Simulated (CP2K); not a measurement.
The N K edge of 2-cyanopyrimidine was computed by TDDFT (CP2K XAS_TDP, aug-cc-pVDZ, TDA) at these levels: PBE, PBEh(45%) and PBEh(45%) + GW2X. The first three lines of N1 (bonded to C) with a strength over 0.0015, energy in eV and strength:

```csv
run,first,second,third
1,394.80 (0.047),395.86 (0.056),399.76 (0.010)
2,378.27 (0.011),381.12 (0.026),381.44 (0.007)
3,400.20 (0.047),401.26 (0.055),405.17 (0.010)
```

Q: Which run is which?

Run 1: PBEh(45%) (45 % exact exchange). Run 2: PBE (0 % exact exchange). Run 3: PBEh(45%) + GW2X (45 % exact exchange). Self-interaction lifts the core level, so the uncorrected lines rise with the share of exact exchange. The GW2X run keeps the spacings of its parent: 1.06 eV between the first two lines in run 3, 1.06 eV in run 1. Its shift is +5.40 eV, since the Kohn–Sham level at this share of exchange lies that far above the quasiparticle level.

[Banner, clock and machine lines of the logs are left out without a mark of their own.]

[Logs are printed without paths, hosts, clocks, repeated set-up lines and the standing remarks that a program may print on its own settings, such as how far it seeks lower states.]

[Hosts, paths, dates, database ids (printed as entryN), source tags and the programs' standing remarks are cut or masked in the printed files.]
